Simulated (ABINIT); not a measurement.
# AlN (P6_3mc): G0W0 in ABINIT against the exchange cutoff

Aim: move the exchange cutoff of a G0W0 run on AlN (P6_3mc) over a wide range.

Method: PBE and many-body steps on it, plane waves, in ABINIT 10.8.3.

The database entry behind the starting cell differs from other determinations of this structure, so it need not match the best structure at room temperature.

**1. The structure**

Symmetry: P6_3mc, No. 186, hexagonal system. Conventional cell: a = 3.113 Å, b = 3.113 Å, c = 4.981 Å, α = 90.00°, β = 90.00°, γ = 120.00°. Nearest to Al lie 4 N at 1.89 Å. Nearest to N lie 4 Al at 1.89 Å. Farther neighbours, and contacts between anions beyond the nearest, are not listed.

The cell and positions come from the Crystallography Open Database and are kept as given unless a step says otherwise.

**2. Screening, 6×6×4 mesh, 75 bands, screening to 163.3 eV**

This step: ABINIT 10.8.3; RPA screening on PBE, plane waves, norm-conserving pseudopotentials.

The RPA dielectric matrix is built and inverted for each q.

File run.abi:

```
acell 3*1.0 Angstrom
rprim 
  3.113000000011 -0.000000000003 0.000000000000
  -1.556500000003 2.695937081992 0.000000000000
  0.000000000000 0.000000000000 4.981000000000
ntypat 2
znucl 13 7
natom 4
typat 1 1 2 2
xred 
  0.333333333333 0.666666666667 0.000000000000
  0.666666666667 0.333333333333 0.500000000000
  0.333333333333 0.666666666667 0.380000000000
  0.666666666667 0.333333333333 0.880000000000
pp_dirpath "pseudos"
pseudos "Al.upf, N.upf"
ecut 36
ngkpt 6 6 4
nshiftk 1
shiftk 0 0 0
kptopt 1
chksymbreak 0
istwfk *1
occopt 1
irdwfk 1
optdriver 3
nband 75
ecuteps 6
inclvkb 2
awtr 1
symchi 1
indata_prefix "in"
outdata_prefix "out"
tmpdata_prefix "tmp"
```

Launch:

```console
OMP_NUM_THREADS=1 mpirun -n 4 abinit run.abi > log
```

The program printed:

```text
.Version 10.8.3 of ABINIT. v10.8.2 released Aug 2026.

 Symmetries : space group P6_3 m c (#186); Bravais hP (primitive hexag.)
[... echo of the input left out ...]
== DATASET  1 ==================================================================
-   mpi_nproc: 4, omp_nthreads: 1 (-1 if OMP is not activated)

--- !DatasetInfo
iteration_state: {dtset: 1, }
dimensions: {natom: 4, nkpt: 21, mband: 75, nsppol: 1, nspinor: 1, nspden: 1, mpw: 2934, }
cutoff_energies: {ecut:  36.0, pawecutdg:  -1.0, }
electrons: {nelect:   1.60000000E+01, charge:   0.00000000E+00, occopt:   1.00000000E+00, tsmear:   1.00000000E-02, }

 SCREENING: Calculation of the susceptibility and dielectric matrices

 Based on a program developped by R.W. Godby, V. Olevano, G. Onida, and L. Reining.
 Incorporated in ABINIT by V. Olevano, G.-M. Rignanese, and M. Torrent.
.Using double precision arithmetic ; gwpc =  8

[... cell and pseudopotentials left out ...]
--------------------------------------------------------------------------------

 ==== K-mesh for the wavefunctions ====
 Number of points in the irreducible wedge :    21
[... list of points left out ...]
 Together with 12 symmetry operations and time-reversal symmetry
 yields   144 points in the full Brillouin Zone.

 ==== Q-mesh for the screening function ====
 Number of points in the irreducible wedge :    21
[... list of points left out ...]
 Together with 12 symmetry operations and time-reversal symmetry
 yields   144 points in the full Brillouin Zone.

 setmesh: FFT mesh size selected  =    20x   20x   36
          total number of points  =        14400

 vcoul_init : cutoff-mode = AUXILIARY_FUNCTION
 q-points for optical limit:   1
     1)      0.000010    0.000020    0.000030

- screening: taking advantage of time-reversal symmetry
- Maximum band index for partially occupied states nbvw = 8
- Remaining bands to be divided among processors   nbcw = 67
- Number of bands treated by each node ~16

 Number of electrons calculated from density =   16.0000; Expected =   16.0000
 average of density, n =  0.056718
 r_s =    1.6146
 omega_plasma =   22.9728 [eV]

 calculating chi0 at frequencies [eV] :
  1    0.000000E+00    0.000000E+00
  2    0.000000E+00    2.297283E+01

--------------------------------------------------------------------------------
  q-point number  1        q = ( 0.000000, 0.000000, 0.000000) [r.l.u.]
--------------------------------------------------------------------------------
[... chi0 elements left out ...]
 For q-point:  0.000010 0.000020 0.000030
  dielectric constant =   4.2133
  dielectric constant without local fields =   4.6391

  Average fulfillment of the sum rule on Im[epsilon] for q-point    1 :     72.61  [%]
[... wings left out ...]
  q-point number  2        q = ( 0.166667, 0.000000, 0.000000) [r.l.u.]
--------------------------------------------------------------------------------
[... chi0 elements left out ...]
  Average fulfillment of the sum rule on Im[epsilon] for q-point    2 :     84.90  [%]

 [... 19 further q-points ...]
```

It took 68 s on 4 MPI ranks of Intel Xeon Platinum 8375C at 2.90GHz (Ice Lake), shared host; peak memory 0.92 GiB.

Numbers from this step:

| Quantity | Value |
| --- | --- |
| ε∞ with local fields, on this mesh | 4.213 |
| ε∞ without local fields, on this mesh | 4.639 |
| plasma frequency | 22.97 eV |
| plane waves in the screening matrix | 197 |

Local fields lower ε∞ by 9 %.

**3. 3.6 Ha**

This step: G0W0 on PBE, plane waves, norm-conserving pseudopotentials.

run.abi: that of step 2 with these lines changed.

```diff
@@ -25,8 +25,15 @@
 irdwfk 1
-optdriver 3
+optdriver 4
 nband 75
+gwcalctyp 0
+ecutsigx 3.6
+symsigma 1
+nkptgw 1
+kptgw 
+  0.0000000000 0.0000000000 0.0000000000
+bdgw 
+  6 10
 ecuteps 6
-inclvkb 2
-awtr 1
-symchi 1
+irdscr 1
+ppmodel 1
 indata_prefix "in"
```

The program printed:

```text
.Version 10.8.3 of ABINIT. v10.8.2 released Aug 2026.

 Symmetries : space group P6_3 m c (#186); Bravais hP (primitive hexag.)
[... echo of the input left out ...]
== DATASET  1 ==================================================================
-   mpi_nproc: 4, omp_nthreads: 1 (-1 if OMP is not activated)

--- !DatasetInfo
iteration_state: {dtset: 1, }
dimensions: {natom: 4, nkpt: 21, mband: 75, nsppol: 1, nspinor: 1, nspden: 1, mpw: 2934, }
cutoff_energies: {ecut:  36.0, pawecutdg:  -1.0, }
electrons: {nelect:   1.60000000E+01, charge:   0.00000000E+00, occopt:   1.00000000E+00, tsmear:   1.00000000E-02, }

 SIGMA: Calculation of the GW corrections

 Based on a program developped by R.W. Godby, V. Olevano, G. Onida, and L. Reining.
 Incorporated in ABINIT by V. Olevano, G.-M. Rignanese, and M. Torrent.
.Using double precision arithmetic ; gwpc =  8

[... cell and pseudopotentials left out ...]
--------------------------------------------------------------------------------

 ==== K-mesh for the wavefunctions ====
 Number of points in the irreducible wedge :    21
[... list of points left out ...]
 Together with 12 symmetry operations and time-reversal symmetry
 yields   144 points in the full Brillouin Zone.

 ==== Q-mesh for screening function ====
 Number of points in the irreducible wedge :    21
[... list of points left out ...]
 Together with 12 symmetry operations and time-reversal symmetry
 yields   144 points in the full Brillouin Zone.

 vcoul_init : cutoff-mode = AUXILIARY_FUNCTION
 q-points for optical limit:   1
     1)      0.000010    0.000020    0.000030
 setmesh: FFT mesh size selected  =    20x   20x   36
          total number of points  =        14400

 Number of electrons calculated from density =   16.0000; Expected =   16.0000
 average of density, n =  0.056718
 r_s =    1.6146
 omega_plasma =   22.9728 [eV]

 === KS Band Gaps ===
  >>>> For spin  1
   Minimum direct gap =   4.2205 [eV], located at k-point      :   0.0000  0.0000  0.0000
   Fundamental gap    =   4.2205 [eV], Top of valence bands at :   0.0000  0.0000  0.0000
                                       Bottom of conduction at :   0.0000  0.0000  0.0000
 SIGMA fundamental parameters:
 PLASMON POLE MODEL  1
 number of plane-waves for SigmaX                   99
 number of plane-waves for SigmaC and W             99
 number of plane-waves for wavefunctions          2863
 number of bands                                    75
 number of independent spin polarizations            1
 number of spinorial components                      1
 number of k-points in IBZ                          21
 number of q-points in IBZ                          21
 number of symmetry operations                      12
 number of k-points in BZ                          144
 number of q-points in BZ                          144
 number of frequencies for dSigma/dE                 9
 frequency step for dSigma/dE [eV]                0.25
 number of omega for Sigma on real axis              0
 max omega for Sigma on real axis  [eV]           0.00
 zcut for avoiding poles [eV]                     0.10

 EPSILON^-1 parameters (SCR file):
 dimension of the eps^-1 matrix on file            197
 dimension of the eps^-1 matrix used                99
 number of plane-waves for wavefunctions          2863
 number of bands                                    75
 number of q-points in IBZ                          21
 number of frequencies                               2
 number of real frequencies                          1
 number of imag frequencies                          1

 matrix elements of self-energy operator (all in [eV])

 Perturbative Calculation

--- !SelfEnergy_ee
iteration_state: {dtset: 1, }
kpoint     : [   0.000,    0.000,    0.000, ]
spin       : 1
KS_gap     :    4.220
QP_gap     :    5.078
Delta_QP_KS:    0.858
data: !SigmaeeData |
     Band     E0 <VxcDFT>   SigX SigC(E0)      Z dSigC/dE  Sig(E)    E-E0       E
        6   5.135 -16.968 -19.876   3.377   0.793  -0.261 -16.596   0.372   5.507
        7   5.135 -16.968 -19.876   3.377   0.793  -0.261 -16.596   0.372   5.507
        8   5.314 -17.078 -19.838   3.327   0.794  -0.260 -16.627   0.450   5.765
        9   9.535 -12.527  -7.383  -3.554   0.823  -0.215 -11.219   1.308  10.843
       10  11.990 -10.836  -5.476  -4.073   0.830  -0.205  -9.768   1.068  13.058

== END DATASET(S) ==============================================================
================================================================================

 -outvars: echo values of variables after computation  --------
           etotal      0.0000000000E+00
            nband          75
             nkpt          21
          spgroup         186
 [... the other variables as echoed above ...]

 Calculation completed.
```

It took 5 s on 4 MPI ranks; peak memory 0.5 GiB; 19 s of CPU time.

This step gave:

```yaml
g0w0_gap_on_the_mesh: 5.078 eV
starting_gap_on_the_mesh: 4.220 eV
k_of_the_valence_top: 0, 0, 0
k_of_the_conduction_bottom: 0, 0, 0
z_at_the_valence_top: 0.794
z_at_the_conduction_bottom: 0.823
least_direct_g0w0_gap_on_the_computed_points: 5.078 eV
```

**4. 7.2 Ha**

run.abi: that of step 3 with these lines changed.

```diff
@@ -28,3 +28,3 @@
 gwcalctyp 0
-ecutsigx 3.6
+ecutsigx 7.2
 symsigma 1
```

The program printed:

```text
.Version 10.8.3 of ABINIT. v10.8.2 released Aug 2026.

 Symmetries : space group P6_3 m c (#186); Bravais hP (primitive hexag.)
[... echo of the input left out ...]
== DATASET  1 ==================================================================
-   mpi_nproc: 4, omp_nthreads: 1 (-1 if OMP is not activated)

--- !DatasetInfo
iteration_state: {dtset: 1, }
dimensions: {natom: 4, nkpt: 21, mband: 75, nsppol: 1, nspinor: 1, nspden: 1, mpw: 2934, }
cutoff_energies: {ecut:  36.0, pawecutdg:  -1.0, }
electrons: {nelect:   1.60000000E+01, charge:   0.00000000E+00, occopt:   1.00000000E+00, tsmear:   1.00000000E-02, }

 SIGMA: Calculation of the GW corrections

 Based on a program developped by R.W. Godby, V. Olevano, G. Onida, and L. Reining.
 Incorporated in ABINIT by V. Olevano, G.-M. Rignanese, and M. Torrent.
.Using double precision arithmetic ; gwpc =  8

[... cell and pseudopotentials left out ...]
--------------------------------------------------------------------------------

 ==== K-mesh for the wavefunctions ====
 Number of points in the irreducible wedge :    21
[... list of points left out ...]
 Together with 12 symmetry operations and time-reversal symmetry
 yields   144 points in the full Brillouin Zone.

 ==== Q-mesh for screening function ====
 Number of points in the irreducible wedge :    21
[... list of points left out ...]
 Together with 12 symmetry operations and time-reversal symmetry
 yields   144 points in the full Brillouin Zone.

 vcoul_init : cutoff-mode = AUXILIARY_FUNCTION
 q-points for optical limit:   1
     1)      0.000010    0.000020    0.000030
 setmesh: FFT mesh size selected  =    20x   20x   40
          total number of points  =        16000

 Number of electrons calculated from density =   16.0000; Expected =   16.0000
[...]
number of q-points in IBZ                          21
 number of symmetry operations                      12
 number of k-points in BZ                          144
 number of q-points in BZ                          144
 number of frequencies for dSigma/dE                 9
 frequency step for dSigma/dE [eV]                0.25
 number of omega for Sigma on real axis              0
 max omega for Sigma on real axis  [eV]           0.00
 zcut for avoiding poles [eV]                     0.10

 EPSILON^-1 parameters (SCR file):
 dimension of the eps^-1 matrix on file            197
 dimension of the eps^-1 matrix used               197
 number of plane-waves for wavefunctions          2863
 number of bands                                    75
 number of q-points in IBZ                          21
 number of frequencies                               2
 number of real frequencies                          1
 number of imag frequencies                          1

 matrix elements of self-energy operator (all in [eV])

 Perturbative Calculation

--- !SelfEnergy_ee
iteration_state: {dtset: 1, }
kpoint     : [   0.000,    0.000,    0.000, ]
spin       : 1
KS_gap     :    4.220
QP_gap     :    5.324
Delta_QP_KS:    1.104
data: !SigmaeeData |
     Band     E0 <VxcDFT>   SigX SigC(E0)      Z dSigC/dE  Sig(E)    E-E0       E
        6   5.135 -16.968 -20.659   3.341   0.790  -0.266 -17.245  -0.277   4.858
        7   5.135 -16.968 -20.659   3.341   0.790  -0.266 -17.245  -0.277   4.858
        8   5.314 -17.078 -20.676   3.304   0.790  -0.266 -17.311  -0.233   5.082
        9   9.535 -12.527  -7.944  -3.521   0.819  -0.221 -11.656   0.871  10.406
       10  11.990 -10.836  -5.750  -4.067   0.828  -0.207  -9.992   0.844  12.834

== END DATASET(S) ==============================================================
================================================================================

 -outvars: echo values of variables after computation  --------
           etotal      0.0000000000E+00
            nband          75
             nkpt          21
          spgroup         186
 [... the other variables as echoed above ...]

 Calculation completed.
```

Elapsed: 8.1 s, on 4 MPI ranks; peak memory 0.82 GiB; 31 s of CPU time.

This step gave:

```yaml
g0w0_gap_on_the_mesh: 5.324 eV
starting_gap_on_the_mesh: 4.220 eV
k_of_the_valence_top: 0, 0, 0
k_of_the_conduction_bottom: 0, 0, 0
z_at_the_valence_top: 0.79
z_at_the_conduction_bottom: 0.819
least_direct_g0w0_gap_on_the_computed_points: 5.324 eV
```

**5. 14.4 Ha**

The self-energy is evaluated for the states that the input lists, and the quasiparticle equation is solved.

run.abi: that of step 4 with these lines changed.

```diff
@@ -28,3 +28,3 @@
 gwcalctyp 0
-ecutsigx 7.2
+ecutsigx 14.4
 symsigma 1
```

The program printed:

```text
.Version 10.8.3 of ABINIT. v10.8.2 released Aug 2026.

 Symmetries : space group P6_3 m c (#186); Bravais hP (primitive hexag.)
[... echo of the input left out ...]
== DATASET  1 ==================================================================
-   mpi_nproc: 4, omp_nthreads: 1 (-1 if OMP is not activated)

--- !DatasetInfo
iteration_state: {dtset: 1, }
dimensions: {natom: 4, nkpt: 21, mband: 75, nsppol: 1, nspinor: 1, nspden: 1, mpw: 2934, }
cutoff_energies: {ecut:  36.0, pawecutdg:  -1.0, }
[...]
8   5.314 -17.078 -20.964   3.304   0.790  -0.266 -17.538  -0.461   4.854
        9   9.535 -12.527  -8.043  -3.521   0.819  -0.221 -11.737   0.790  10.325
       10  11.990 -10.836  -5.796  -4.067   0.828  -0.207 -10.031   0.805  12.796

== END DATASET(S) ==============================================================
================================================================================

 -outvars: echo values of variables after computation  --------
           etotal      0.0000000000E+00
            nband          75
             nkpt          21
          spgroup         186
 [... the other variables as echoed above ...]

 Calculation completed.
```

Elapsed: 7.4 s, on 4 MPI ranks; peak memory 0.85 GiB.

Numbers from this step:

| Item | Value |
| --- | --- |
| G0W0 gap on the mesh | 5.471 eV |
| starting gap on the mesh | 4.220 eV |
| k of the valence top | 0, 0, 0 |
| k of the conduction bottom | 0, 0, 0 |
| least direct G0W0 gap on the computed points | 5.471 eV |

The gap on the mesh goes from 4.22 eV to 5.47 eV, a correction of +1.25 eV.

**6. 25.2 Ha**

run.abi: that of step 5 with these lines changed.

```diff
@@ -28,3 +28,3 @@
 gwcalctyp 0
-ecutsigx 14.4
+ecutsigx 25.2
 symsigma 1
```

The program printed:

```text
.Version 10.8.3 of ABINIT. v10.8.2 released Aug 2026.

 Symmetries : space group P6_3 m c (#186); Bravais hP (primitive hexag.)
[... echo of the input left out ...]
== DATASET  1 ==================================================================
-   mpi_nproc: 4, omp_nthreads: 1 (-1 if OMP is not activated)

--- !DatasetInfo
iteration_state: {dtset: 1, }
dimensions: {natom: 4, nkpt: 21, mband: 75, nsppol: 1, nspinor: 1, nspden: 1, mpw: 2934, }
cutoff_energies: {ecut:  36.0, pawecutdg:  -1.0, }
[...]
8   5.314 -17.078 -21.018   3.304   0.790  -0.266 -17.581  -0.503   4.812
        9   9.535 -12.527  -8.048  -3.521   0.819  -0.221 -11.742   0.785  10.320
       10  11.990 -10.836  -5.799  -4.067   0.828  -0.207 -10.033   0.803  12.793

== END DATASET(S) ==============================================================
================================================================================

 -outvars: echo values of variables after computation  --------
           etotal      0.0000000000E+00
            nband          75
             nkpt          21
          spgroup         186
 [... the other variables as echoed above ...]

 Calculation completed.
```

Run time: 8.3 s. Hardware: 4 MPI ranks; peak memory 0.81 GiB; 32 s of CPU time.

Numbers from this step:

```
G0W0 gap on the mesh                         : 5.508 eV
starting gap on the mesh                     : 4.220 eV
k of the valence top                         : 0, 0, 0
k of the conduction bottom                   : 0, 0, 0
least direct G0W0 gap on the computed points : 5.508 eV
```

Against the run before, the gap moves by +0.037 eV.

**7. 36 Ha**

run.abi: that of step 6 with these lines changed.

```diff
@@ -28,3 +28,3 @@
 gwcalctyp 0
-ecutsigx 25.2
+ecutsigx 36
 symsigma 1
```

The program printed:

```text
.Version 10.8.3 of ABINIT. v10.8.2 released Aug 2026.

 Symmetries : space group P6_3 m c (#186); Bravais hP (primitive hexag.)
[... echo of the input left out ...]
== DATASET  1 ==================================================================
-   mpi_nproc: 4, omp_nthreads: 1 (-1 if OMP is not activated)

--- !DatasetInfo
iteration_state: {dtset: 1, }
dimensions: {natom: 4, nkpt: 21, mband: 75, nsppol: 1, nspinor: 1, nspden: 1, mpw: 2934, }
cutoff_energies: {ecut:  36.0, pawecutdg:  -1.0, }
[...]
8   5.314 -17.078 -21.024   3.304   0.790  -0.266 -17.585  -0.508   4.807
        9   9.535 -12.527  -8.048  -3.521   0.819  -0.221 -11.742   0.785  10.320
       10  11.990 -10.836  -5.799  -4.067   0.828  -0.207 -10.033   0.803  12.793

== END DATASET(S) ==============================================================
================================================================================

 -outvars: echo values of variables after computation  --------
           etotal      0.0000000000E+00
            nband          75
             nkpt          21
          spgroup         186
 [... the other variables as echoed above ...]

 Calculation completed.
```

The job ended after 7.8 s (4 MPI ranks; peak memory 0.8 GiB).

Numbers from this step:

* G0W0 gap on the mesh: 5.513 eV
* starting gap on the mesh: 4.220 eV
* k of the valence top: 0, 0, 0
* k of the conduction bottom: 0, 0, 0
* least direct G0W0 gap on the computed points: 5.513 eV

Against the run before, the gap moves by +0.005 eV.

**8. Side by side**

Times are wall times on 4 MPI ranks of Intel Xeon Platinum 8375C at 2.90GHz (Ice Lake), shared host, good to a factor of about two. A run's time includes the screening step that it read.

```csv
run,mesh,bands,screening cutoff (eV),DFT gap (eV),gap on the mesh (eV),direct (eV),ε∞ used,time
3.6 Ha,6×6×4,75,163.3,4.220,5.078,5.078,4.21,73 s
7.2 Ha,6×6×4,75,163.3,4.220,5.324,5.324,4.21,76 s
14.4 Ha,6×6×4,75,163.3,4.220,5.471,5.471,4.21,76 s
25.2 Ha,6×6×4,75,163.3,4.220,5.508,5.508,4.21,76 s
36 Ha,6×6×4,75,163.3,4.220,5.513,5.513,4.21,76 s
```

**9. Summary of results**

```
3.6 Ha       : 5.078 eV
7.2 Ha       : 5.324 eV
14.4 Ha      : 5.471 eV
25.2 Ha      : 5.508 eV
36 Ha        : 5.513 eV
known limits : short of the basis limit
```

**Reading.** The setting moved: exchange cutoff. From 3.6 Ha to 36 Ha the gap moves by +0.43 eV. It holds to 0.03 eV from 25.2 Ha on. Bands and screening cutoff are coupled, so a series along one setting does not show full convergence. Below the screening cutoff the correlation part is cut too. Where bands and cutoff are finite, the G0W0 gap stands short of the basis limit, usually by up to a few tenths of an eV; the mesh is an error of its own.

[Long decimals in the printed logs are rounded to 6 places.]

[Logs are printed without paths, hosts, clocks, repeated set-up lines and the standing remarks that a program may print on its own settings, such as how far it seeks lower states.]

[Paths, hosts, dates, memory and timing lines, banners, echoed tables and standing remarks are left out of the program output; an Ansatz launch command may be rebuilt from the run's recorded settings. Measured values are a selection of at most five: reports struck by readers or far from the other reports are left out. None is set beside runs whose start may be inverted or whose files or cutoffs have a known fault.]

[Runs of the session that timed out or met a known fault of the program may be left out.]

[Hosts, paths, dates, database ids (printed as entryN), source tags and the programs' standing remarks are cut or masked in the printed files.]

[G0W0 gaps are taken among the corrected bands and points alone; a level outside them can change the order at an edge.]

[Where Ansatz stands beside ABINIT at settings called matched, ABINIT's density can come from a denser mesh and the files from another edition; pairs whose starting gaps differed by over 0.03 eV were left out, so agreement reads better than it is.]
